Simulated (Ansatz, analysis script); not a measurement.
## Energy of spin spirals in a free-standing square Mo monolayer, spacing 3.288 Å

Spirals are solved in the crystal's own cell at each q. What do they say of the order in a free-standing square Mo monolayer, spacing 3.288 Å?

Calculated with Ansatz 0.2.0; PBEsol, PAW set soft_1 (files made for PBE).

## (1) The structure

The cell holds 1 atom: 1 Mo. Cell: a = 3.288 Å, b = 3.288 Å, c = 14.000 Å, α = 90.0°, β = 90.0°, γ = 90.0°. An idealised lattice of chosen spacing, in vacuum. Vacuum lies along c.

## (2) The collinear state

The work starts on two spin channels, which tell the size of the moments.

Contents of input.yaml:

```yaml
crystal:
  lattice:
    - [3.288, 0.0, 0.0]
    - [0.0, 3.288, 0.0]
    - [0.0, 0.0, 14.0]
  atoms:
    - { symbol: Mo, position: [0.0, 0.0, 0.5], spin: 1.0 }
magnetization:
  spin_polarized: true
kpoints:
  mp_grid: { grid: [8, 8, 1] }
hamiltonian:
  xc: pbesol
  pseudopotentials: { kind: paw, azcp: { folder: soft_1 }, xc_functional: pbe }
scf:
  occupations: { method: fermi_dirac, width: 0.05 }
  max_iter: 120
  convergence: { dr2_threshold: 1.0e-08 }
  lower_state_search: "off"
output:
  write_density: true
  write_potential: true
  elf: true
  volumetric_format: npy
```

The run is started by

```console
$ ansatz run input.yaml --threads 4 --pin off --max-ram 8192MiB --backend cpu --events-out ev --progress --plain --runs-dir out
```

Numbers of over 12 decimals in the logs are rounded to 6 here.

Output:

```text
Engine: ansatz 0.2.0, aarch64-unknown-linux-gnu
Pseudopotentials: kind: paw
Pseudopotential: Mo, paw, valence charge 14, recommended cutoff 420 eV (normal), soft_1/Mo.paw.azcp
Functional definition: PBEsol
  exchange = pbesol_x
  correlation = pbesol_c
Crystal: 1 atoms, lattice volume = 151.353 Å³
Basis set: ecut = 420 eV, 2991 PW (Γ)
Bands: 12, of which v1, the nominal top of the filled ones, is band 7 counted from 1 (6 counted from 0)
Symmetry: 16 space group operations
Space group: P4/mmm (ITA 123), of the structure as read, at distance tolerance 5.3e-5 Å
Magnetic group: BNS 123.339 (UNI 999), of the structure as read, at distance tolerance 5.3e-5 Å
k-points: 15 of 64
Non-local potential: Mo, projectors of the file, l = 0: 3, l = 1: 2, l = 2: 2, l = 3: 1
PAW form: soft (Blöchl's): semilocal exchange-correlation on the pseudo side does not see the compensation charge
PAW frozen core: Mo, regenerated for the run's functional, and the local potential with it (the file was generated under x = pbe(κ = 0.804, μ = 0.219515), c = pbe(β = 0.066725))
PAW one-centre angular grid: Mo, 590 points (default); XC on 64 Gauss nodes
Initial density: superposition of atomic densities (neutral atoms: chi_scale 0, normalization atom)
Starting moments: Σ|m| = 1 μB on 1 of 1 site
Initial wavefunctions: pseudopotential atomic-orbital guess
Functional: x = pbesol(κ = 0.804, μ = 0.123457), c = pbesol(β = 0.046)
SCF iter   1: F=—  HF=-4891.607582 eV  |F-HF|=—  |Δ(HF+E_count)|=         —  Δρ=2.23e-2 (↑2.23e-2 ↓1.37e-2)  dr2=2.30e0  dr2_m=1.33e-1  M=0.829 μB ∫|m|=0.829 μB  β_m=0.30  ethr=3.10e-3  ⟨swp⟩=5.2  Hψ=2013  notcnv=0
preconditioner: auto → LDOS  [metal: Δε(μ)=0.024 eV  Ē_g=3.257 eV  σ=0.050 eV  W_gap=0.12  n_scr=8 (ndim 8)  ℏωp=7.4 eV  f_vac=0.647  D(μ)=6.03/eV (n_scr^D=46)]
spin=Collinear: LDOS preconditioning applied to the charge; magnetization (m = ρ↑ − ρ↓) channel mixes plain (no charge-response kernel on spin).
SCF iter   2: F=—  HF=-4891.329148 eV  |F-HF|=—  |Δ(HF+E_count)|=   2.78e-1  Δρ=1.35e-2 (↑1.35e-2 ↓1.09e-2)  dr2=1.14e0  dr2_m=5.05e-2  M=1.062 μB ∫|m|=1.062 μB  β_m=1.00  ethr=3.10e-3  ⟨swp⟩=2.3  Hψ=758  notcnv=0
SCF iter   3: F=—  HF=-4891.099311 eV  |F-HF|=—  |Δ(HF+E_count)|=   2.30e-1  Δρ=1.18e-2 (↑1.18e-2 ↓1.08e-2)  dr2=8.48e-2  dr2_m=1.44e-1  M=1.827 μB ∫|m|=1.827 μB  β_m=1.00  ethr=3.10e-3  ⟨swp⟩=2.5  Hψ=660  notcnv=0
SCF iter   4: F=—  HF=-4891.413363 eV  |F-HF|=—  |Δ(HF+E_count)|=   3.14e-1  Δρ=7.99e-3 (↑5.74e-3 ↓7.99e-3)  dr2=2.18e-2  dr2_m=5.85e-2  M=2.354 μB ∫|m|=2.354 μB  β_m=1.00  ethr=6.06e-4  ⟨swp⟩=2.9  Hψ=905  notcnv=0
SCF iter   5: F=—  HF=-4891.500344 eV  |F-HF|=—  |Δ(HF+E_count)|=   8.70e-2  Δρ=7.31e-3 (↑7.16e-3 ↓7.31e-3)  dr2=1.31e-2  dr2_m=6.71e-2  M=2.858 μB ∫|m|=2.859 μB  β_m=1.00  ethr=1.55e-4  ⟨swp⟩=2.5  Hψ=714  notcnv=0  defer=2
SCF iter   6: F=—  HF=-4891.607520 eV  |F-HF|=—  |Δ(HF+E_count)|=   1.07e-1  Δρ=7.39e-3 (↑7.39e-3 ↓6.39e-3)  dr2=2.10e-2  dr2_m=6.15e-2  M=3.339 μB ∫|m|=3.339 μB  β_m=1.00  ethr=9.37e-5  ⟨swp⟩=2.5  Hψ=686  notcnv=0  defer=2
SCF iter   7: F=—  HF=-4891.686463 eV  |F-HF|=—  |Δ(HF+E_count)|=   7.89e-2  Δρ=3.19e-3 (↑2.72e-3 ↓3.19e-3)  dr2=4.93e-3  dr2_m=1.05e-2  M=3.570 μB ∫|m|=3.571 μB  β_m=1.00  ethr=9.37e-5  ⟨swp⟩=2.1  Hψ=751  notcnv=0  defer=2
SCF iter   8: F=—  HF=-4891.723247 eV  |F-HF|=—  |Δ(HF+E_count)|=   3.68e-2  Δρ=3.27e-3 (↑3.27e-3 ↓2.20e-3)  dr2=1.74e-2  dr2_m=5.97e-3  M=3.698 μB ∫|m|=3.699 μB  β_m=0.30  ethr=3.52e-5  ⟨swp⟩=2.0  Hψ=748  notcnv=0  defer=2
Mixer restart at iter 8: flushing history
spin-set hold released at iteration 8 (site moments contracting): the magnetisation degrees of freedom join the quasi-Newton model from the next iteration; the mixer history was flushed
SCF iter   9: F=—  HF=-4891.740270 eV  |F-HF|=—  |Δ(HF+E_count)|=   1.70e-2  Δρ=2.52e-3 (↑2.52e-3 ↓1.75e-3)  dr2=1.01e-2  dr2_m=3.75e-3  M=3.713 μB ∫|m|=3.714 μB  β_m=0.65  ethr=3.52e-5  ⟨swp⟩=1.8  Hψ=468  notcnv=0  defer=2
SCF iter  10: F=—  HF=-4891.758611 eV  |F-HF|=—  |Δ(HF+E_count)|=   1.83e-2  Δρ=3.97e-4 (↑3.97e-4 ↓2.66e-4)  dr2=2.42e-4  dr2_m=1.02e-4  M=3.758 μB ∫|m|=3.758 μB  β_m=0.82  ethr=3.52e-5  ⟨swp⟩=2.6  Hψ=706  notcnv=0  defer=2
SCF iter  11: F=—  HF=-4891.758920 eV  |F-HF|=—  |Δ(HF+E_count)|=   3.09e-4  Δρ=1.26e-4 (↑1.26e-4 ↓7.49e-5)  dr2=1.21e-5  dr2_m=8.69e-6  M=3.764 μB ∫|m|=3.765 μB  β_m=0.90  ethr=1.73e-6  ⟨swp⟩=2.0  Hψ=562  notcnv=0  defer=5
SCF iter  12: F=—  HF=-4891.758953 eV  |F-HF|=—  |Δ(HF+E_count)|=   3.30e-5  Δρ=4.51e-5 (↑4.51e-5 ↓2.48e-5)  dr2=2.18e-6  dr2_m=1.35e-6  M=3.767 μB ∫|m|=3.768 μB  β_m=0.94  ethr=8.66e-8  ⟨swp⟩=2.3  Hψ=590  notcnv=0  defer=5
SCF iter  13: F=—  HF=-4891.758955 eV  |F-HF|=—  |Δ(HF+E_count)|=   2.06e-6  Δρ=1.13e-5 (↑1.13e-5 ↓7.78e-6)  dr2=1.47e-7  dr2_m=9.16e-8  M=3.768 μB ∫|m|=3.769 μB  β_m=0.97  ethr=1.56e-8  ⟨swp⟩=2.7  Hψ=566  notcnv=0  defer=5
SCF iter  14: F=—  HF=-4891.758956 eV  |F-HF|=—  |Δ(HF+E_count)|=   2.21e-7  Δρ=5.49e-6 (↑5.49e-6 ↓3.68e-6)  dr2=2.42e-8  dr2_m=2.57e-8  M=3.769 μB ∫|m|=3.769 μB  β_m=0.99  ethr=1.05e-9  ⟨swp⟩=2.1  Hψ=564  notcnv=0  defer=5
SCF iter  15: F=-4891.758956 eV  HF=-4891.758956 eV  |F-HF|=4.11e-10  |Δ(HF+E_count)|=   5.58e-8  Δρ=6.05e-7 (↑5.84e-7 ↓6.05e-7)  dr2=8.35e-10  dr2_m=3.44e-10  M=3.769 μB ∫|m|=3.769 μB  ethr=7.14e-11  ⟨swp⟩=4.9  Hψ=1151  notcnv=0
SCF 1 converged in 15 iterations: F = -4891.758956 eV  dr2 = 8.35e-10
  greatest PAW one-centre occupation: 0.999 electrons in one spin orbital (limit 2), on the Mo atom at site 0 (counted from 0), in its partial waves of l = 0
WARN: The output density's exchange-correlation potential varies sharply where the density is thin. Do not read a vacuum level from v_tot or v_xc, or from such a field of the output density. On a cell that repeats whose density bears no net charge and no dipole along the vacuum's axis use v_es (v_loc + v_h of the components); under efield.dipole_correction with no amplitude use v_es + v_field, which holds any externa [...]
SCF converged after 15 iterations
Magnetization: 3.7689 μB (8.8845 up, 5.1155 down)
Absolute magnetization: 3.7693 μB (∫|ρ↑−ρ↓|, with the PAW one-centre terms)
Spin contamination: 0.0063 ħ² per cell (⟨S²⟩ above its minimum at these occupations)
Per-site moments (μB) at R_I (Å): [(3.087092, 1.3563)]
Free energy (F): -4891.758956 eV
Harris-Foulkes:  -4891.758956 eV  (|F-HF|=4.11e-10)
Internal energy: -4891.740726 eV  (E = F + TS)
E sigma→0 (E₀):  -4891.749841 eV
Entropy (-TS):   -0.018230 eV (-18.230 meV/atom)
Fermi energy:    -1.639849 eV
--- Per-component energies (eV) ---
  E_band       = -357.560599
  E_kinetic    = 414.276186
  E_local      = -4200.764689  (includes V_loc(G=0)·N_el)
  E_nonlocal   = 156.589226
  E_hartree    = 1822.929175
  E_xc         = -168.415557
  E_vxc        = -210.189511  (∫ρ·V_xc dr)
  E_paw        = -3156.310332  (= ΣΔE_a)
  E_vpaw       = -163.328978  (= ΣTr[D̂ρ^β])
  E_aug_tail   = 0.000048  (compensation charges beyond the density's cutoff)
  E_ewald      = 239.745918
  E_core_change = 0.209300  (= ΣΔE_core)
  E_smearing   = -0.018230  (= −TS)
  E_closure    = 0.000000  (closes the sum)
  Σ components = -4891.758956   (vs F -4891.758956, Δ=0.00e0)
--- Band table (eV; the first three rows and the last of 30) ---
  k-point 0 ↑: bands = [... 3 lower, -37.0962, -5.1963, -3.7965, -2.9115, -1.7368, -1.7368, -0.8670, -0.7173, ... 1 higher]
  k-point 1 ↑: bands = [... 3 lower, -37.0944, -4.9288, -3.6368, -2.8400, -2.1746, -1.7158, -1.0322, -0.2101, ... 1 higher]
  k-point 2 ↑: bands = [... 3 lower, -37.0902, -4.3338, -3.0562, -2.7893, -2.6394, -1.6646, -1.3977, 0.6890, ... 1 higher]
  k-point 14 ↓: bands = [... 3 lower, -34.8495, -2.4054, -0.4575, -0.4575, 0.7887, 1.8388, 3.5195, 3.5195, ... 1 higher]
```

Run time: 2.4 s. Hardware: 4 threads of Arm Neoverse V1, shared host; peak memory 0.36 GiB.

Spin moment in the atom's sphere by atom:

| atom | spin moment in the atom's sphere (μB) |
| --- | --- |
| Mo1 | 3.09 |

The run ends ferromagnetic, with a net moment of 3.77 μB a cell. With one Mo atom carrying the moment, parallel order of its images is forced by the cell, not found.

Spin density in the ca plane at fractional y = 0.000, with atoms of Mo within 0.2 Å of it.

Values in e/Å³, 5 rows by 16 columns, each cell a mean:
```
0.00 0.00 0.00 0.00 0.00 0.01 0.11 0.57 0.63 0.19 0.02 0.00 0.00 0.00 0.00 0.00
0.00 0.00 0.00 0.00 0.00 0.01 0.04 0.14 0.15 0.06 0.01 0.00 0.00 0.00 0.00 0.00
0.00 0.00 0.00 0.00 0.00 0.00 0.02 0.05 0.05 0.03 0.01 0.00 0.00 0.00 0.00 0.00
0.00 0.00 0.00 0.00 0.00 0.01 0.06 0.24 0.27 0.09 0.01 0.00 0.00 0.00 0.00 0.00
0.00 0.00 0.00 0.00 0.00 0.01 0.13 0.66 0.73 0.22 0.02 0.00 0.00 0.00 0.00 0.00
```
Columns run along c (14.0 Å), rows up along a (3.3 Å). Atoms in or near the plane, at fractional coordinates: Mo at (0.50, 0.00).

Valence density in the ca plane at fractional y = 0.000, with atoms of Mo within 0.2 Å of it. It is the smooth field of the valence electrons, not physical close to the nuclei.

Ten steps, logarithmic in the rise over the least value, from '0' (0.0 e/Å³) to '9' (7.0 e/Å³), each cell a mean:
```
0000000000000001258999631000000000000000
0000000000000000136787521000000000000000
0000000000000000123454311000000000000000
0000000000000000112232210000000000000000
0000000000000000112222110000000000000000
0000000000000000112333210000000000000000
0000000000000000134665421000000000000000
0000000000000001247898631000000000000000
0000000000000001258999741000000000000000
```
Columns run along c (14.0 Å), rows up along a (3.3 Å). Atoms in or near the plane, at fractional coordinates: Mo at (0.50, 0.00).

ELF in the ca plane at fractional y = 0.000, with atoms of Mo within 0.2 Å of it. It is the smooth field of the valence electrons, not physical close to the nuclei.

Ten even steps from '0' (0.00) to '9' (0.70), each cell a mean:
```
0000000000001234579989865431000000000000
0000000000000134457998644321000000000000
0000000000000123334454333210000000000000
0000000000000012344444433210000000000000
0000000000000012344554432110000000000000
0000000000000112333443333210000000000000
0000000000000123445776444321000000000000
0000000000001234468999754431000000000000
0000000000001234579869965432000000000000
```
Columns run along c (14.0 Å), rows up along a (3.3 Å). Atoms in or near the plane, at fractional coordinates: Mo at (0.50, 0.00).

## (3) Denser mesh

Levels at the Fermi energy are partly filled, so moments and energy differences can hang on the k-mesh, and the state is solved again on a denser one.

input.yaml, the sections that differ from step 2:

```yaml
crystal:
  lattice:
    - [3.288, 0.0, 0.0]
    - [0.0, 3.288, 0.0]
    - [0.0, 0.0, 14.0]
  atoms:
    - { symbol: Mo, position: [0.0, 0.0, 0.5], spin: 3.09 }
kpoints:
  mp_grid: { grid: [16, 16, 1] }
basis:
  ecutwfc: 420.0
checkpoint:
  read: start
  write: ck
  compress: false
  write_wavefunctions: false
  write_every: 100000
# magnetization, hamiltonian, scf: as in step 2
# output: removed
```

Output:

```text
[...]
Magnetization: 3.8723 μB (8.9362 up, 5.0638 down)
Absolute magnetization: 3.8728 μB (∫|ρ↑−ρ↓|, with the PAW one-centre terms)
[...]
Per-site moments (μB) at R_I (Å): [(3.179220, 1.3563)]
Free energy (F): -4891.746103 eV
[...]
Internal energy: -4891.723116 eV  (E = F + TS)
E sigma→0 (E₀):  -4891.734609 eV
Entropy (-TS):   -0.022987 eV (-22.987 meV/atom)
Fermi energy:    -1.613441 eV
[...]
[key lines of the parts left out:]
SCF converged after 9 iterations
```

It took 2.8 s on 4 threads; peak memory 0.45 GiB; 9.9 s of CPU time.

Spin moment in the atom's sphere by atom:

| atom | spin moment in the atom's sphere (μB) |
| --- | --- |
| Mo1 | 3.18 |

The run ends ferromagnetic, with a net moment of 3.87 μB a cell, against 3.77 μB on the first mesh.

Each spiral starts from these moments, tilted 90° from the rotation axis z (a flat spiral); sizes are free, while the program holds flat spirals in their plane. Spin–orbit coupling is switched off, so the energy does not depend on how the axis lies in the crystal. The folder named start holds the saved collinear state, from which each run begins.

## (4) q = (0, 0, 0)

The reference is the same input at q = 0, so that basis and exchange-correlation form match those at other q. Every q is chosen so that q/2 is a mesh vector: every spiral then samples the k-points of q = 0, and much mesh noise cancels.

input.yaml, the sections that differ from step 3:

```yaml
crystal:
  lattice:
    - [3.288, 0.0, 0.0]
    - [0.0, 3.288, 0.0]
    - [0.0, 0.0, 14.0]
  atoms:
    - { symbol: Mo, position: [0.0, 0.0, 0.5], spin: 3.18, spin_axis: [1.0, 0.0, 0.0] }
magnetization:
  noncollinear: true
  spin_spiral: { q: [0.0, 0.0, 0.0] }
checkpoint:
  read: start
# kpoints, hamiltonian, scf, basis: as in step 3
```

The run is started by

```console
$ ansatz run input.yaml --threads 1 --pin off --max-ram 2048MiB --backend cpu --events-out ev --progress --plain --runs-dir out
```

Output:

```text
Warning: checkpoint.read: spin treatment differs: saved collinear, current noncollinear; the saved charge density seeds this run and the saved magnetisation is carried along the axis that this deck's starting moments share; the saved density holds an absolute magnetisation of 3.9e0 μB; saved orbitals and DFT+U occupations are not carried; the saved PAW projector densities are carried along that axis
Warning: checkpoint.read: magnetization.spin_spiral differs: saved none, current q = [0, 0, 0]; the saved state is no spin spiral's: the SCF starts from none of its orbitals and from its density, each atom's moment turned about z as a whole to its place on this deck's spiral. A spiral's own state at q: [0, 0, 0] serves better
[...]
Crystal: 1 atoms, lattice volume = 151.353 Å³
Basis set: ecut = 420 eV, 2991 PW (Γ)
Bands: 22, of which v1, the nominal top of the filled ones, is band 14 counted from 1 (13 counted from 0)
Symmetry: 16 space group operations
k-points: 45 of 256
Spin spiral: q = (0, 0, 0) of the reciprocal vectors; moments are told in the frame that turns with it, a site's in that at the site
[...]
SCF iter   1: F=—  HF=-4891.746056 eV  |F-HF|=—  |Δ(HF+E_count)|=         —  Δρ=3.98e-7  dr2=1.18e-10  dr2_m=5.49e-11  ethr=2.33e-7  |M|=3.87e0 ∫|m|=3.87e0 μB  |m|>n=2.9e-2 m-floor=2.9e-2 τ_xc=2.0e-13 mc-row=2.9e-2  β_m=0.30  ⟨swp⟩=3.9  Hψ=7399  notcnv=0
eigensolver tolerance schedule: the retry pair's looser diagonalisation over-reported the residual by 276494.57 of it (diagonalisation noise at an unbounded share of the residual, at the tolerance the schedule requests for it); recorded, not acted on — ethr = c·dr2/N_el stays at c = 1.0e-1
[...]
SCF iter   2: F=—  HF=-4891.746103 eV  |F-HF|=—  |Δ(HF+E_count)|=   4.75e-5  Δρ=3.17e-7  dr2=4.18e-11  dr2_m=3.48e-11  ethr=1.00e-12  |M|=3.87e0 ∫|m|=3.87e0 μB  |m|>n=2.9e-2 m-floor=2.9e-2 τ_xc=4.0e-9 mc-row=2.9e-2 uncertified=12  β_m=0.37  ⟨swp⟩=4.8  Hψ=3060  notcnv=0
SCF iter   3: F=-4891.746103 eV  HF=-4891.746103 eV  |F-HF|=5.64e-11  |Δ(HF+E_count)|=  4.55e-12  Δρ=2.42e-7  dr2=9.79e-12  dr2_m=2.03e-11  ethr=1.00e-12  |M|=3.87e0 ∫|m|=3.87e0 μB  |m|>n=2.9e-2 m-floor=2.9e-2 τ_xc=7.9e-10 mc-row=2.9e-2 uncertified=6  ⟨swp⟩=1.0  Hψ=2192  notcnv=0
SCF 1 converged in 3 iterations: F = -4891.746103 eV  dr2 = 9.79e-12
[...]
SCF converged after 3 iterations
Magnetization: |M| = 3.8723 μB,  M = (+3.8723, -0.0000, +0.0000) μB
Absolute magnetization: 3.8728 μB (∫|m|, with the PAW one-centre terms)
  site 0: m = (+3.1792, -0.0000, +0.0000) μB, |m| = 3.1792 μB  (R = 1.36 Å)
Free energy (F): -4891.746103 eV
[...]
Internal energy: -4891.723115 eV  (E = F + TS)
E sigma→0 (E₀):  -4891.734609 eV
Entropy (-TS):   -0.022988 eV (-22.988 meV/atom)
Fermi energy:    -1.613447 eV
[...]
```

Run time: 17 s. Hardware: 1 thread; peak memory 0.56 GiB.

The largest moment is 3.18 μB, against 3.18 μB in the collinear run.

## (5) q = (0, 0.25, 0)

Only q changes. The cell stays that of the crystal, since the generalised Bloch theorem carries the rotation from cell to cell.

input.yaml, as its differences from that of step 4:

```diff
@@ -21,3 +21,3 @@
   noncollinear: true
-  spin_spiral: { q: [0.0, 0.0, 0.0] }
+  spin_spiral: { q: [0.0, 0.25, 0.0] }
 checkpoint:
```

Output:

```text
[...]
Crystal: 1 atoms, lattice volume = 151.353 Å³
Basis set: ecut = 420 eV, 2991 PW (Γ)
Bands: 22, of which v1, the nominal top of the filled ones, is band 14 counted from 1 (13 counted from 0)
Symmetry: 4 space group operations
k-points: 81 of 256
[...]
SCF iter  10: F=-4891.892209 eV  HF=-4891.892209 eV  |F-HF|=6.69e-10  |Δ(HF+E_count)|=   1.51e-8  Δρ=6.67e-7  dr2=8.26e-11  dr2_m=2.45e-10  ethr=2.07e-11  |M|=4.15e0 ∫|m|=4.33e0 μB  |m|>n=1.9e-2 m-floor=2.0e-2 τ_xc=6.7e-2 mc-row=2.0e-2 uncertified=80  ⟨swp⟩=1.0  Hψ=5136  notcnv=0
SCF 1 converged in 10 iterations: F = -4891.892209 eV  dr2 = 8.26e-11
[...]
SCF converged after 10 iterations
[...]
Magnetization: |M| = 4.1535 μB,  M = (+4.1535, -0.0000, +0.0000) μB
Absolute magnetization: 4.3321 μB (∫|m|, with the PAW one-centre terms)
  site 0: m = (+3.5571, -0.0000, +0.0000) μB, |m| = 3.5571 μB  (R = 1.36 Å)
Free energy (F): -4891.892209 eV
[...]
Internal energy: -4891.875885 eV  (E = F + TS)
E sigma→0 (E₀):  -4891.884047 eV
Entropy (-TS):   -0.016324 eV (-16.324 meV/atom)
Fermi energy:    -1.584825 eV
[...]
```

The job ended after 59 s (1 thread; peak memory 0.78 GiB).

The energy of the cell lies 146 meV below that at q = 0, and the largest moment is 3.56 μB against 3.18 μB.

(Part 1 of 2 ends here.)

[Logs and program files are shortened in this print: banners, set-up blocks, solver, clock and traceback lines can be left out without a mark of their own.]

[Logs are printed without paths, hosts, clocks, repeated set-up lines and the standing remarks that a program may print on its own settings, such as how far it seeks lower states.]

[Hosts, paths, dates, database ids (printed as entryN), source tags and the programs' standing remarks are cut or masked in the printed files.]
